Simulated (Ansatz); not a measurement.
Planning a run of Ansatz 0.2.0 on SnSe (Pnma). The input:

```yaml
crystal:
  lattice:
    - [11.5022, 0.0, 0.0]
    - [0.0, 4.154, 0.0]
    - [0.0, 0.0, 4.4445]
  atoms:
    - { symbol: Sn, position: [0.6180906623, 0.75, 0.397535038] }
    - { symbol: Sn, position: [0.8819093377, 0.25, 0.897535038] }
    - { symbol: Sn, position: [0.3819093377, 0.25, 0.602464962] }
    - { symbol: Sn, position: [0.1180906623, 0.75, 0.102464962] }
    - { symbol: Se, position: [0.1433532693, 0.25, 0.5232051378] }
    - { symbol: Se, position: [0.6433532693, 0.25, 0.9767948622] }
    - { symbol: Se, position: [0.3566467307, 0.75, 0.0232051378] }
    - { symbol: Se, position: [0.8566467307, 0.75, 0.4767948622] }
kpoints:
  mp_grid: { grid: [2, 4, 4] }
hamiltonian:
  xc: pbe
scf:
  occupations: { method: fixed }
gw:
  n_empty_bands: 453
  ecut_chi: 96
  qp_bands: [v2, c2]
  qp_kpoints: band_edges
  screening: { model: godby_needs }
```

```sh
ansatz run input.yaml --threads 3 --pin off --max-ram 92160MiB --backend cuda --events-out ev --progress --plain --runs-dir out --devices 1 --max-vram 13GiB
```

Q: Estimate wall time and host memory on 1 × NVIDIA H100 80GB HBM3 (shared by 6 runs) with 3 threads of AMD EPYC 7R13 (Zen 3), shared host.

It took 76 s; on shared hardware allow 38 s to 2.5 min. Peak host memory was 2.6 GiB. The sizes that set the cost: 4145 plane waves a state, 18 irreducible k points, 513 bands summed, 459 plane waves in the screening and 7 SCF cycles.

The screening grows as filled bands × empty bands × pairs of k points, times the square of the screening basis for the matrix.

[Paths, hosts, dates, memory and timing lines, banners, echoed tables and standing remarks are left out of the program output.]

[Logs are printed without paths, hosts, clocks, repeated set-up lines and the standing remarks that a program may print on its own settings, such as how far it seeks lower states.]

[Runs of the session that timed out or met a known fault of the program may be left out.]

[Cells called generated may have been cut or substituted from an entry of the Crystallography Open Database or the Materials Project.]

[Hosts, paths, dates, database ids (printed as entryN), source tags and the programs' standing remarks are cut or masked in the printed files.]
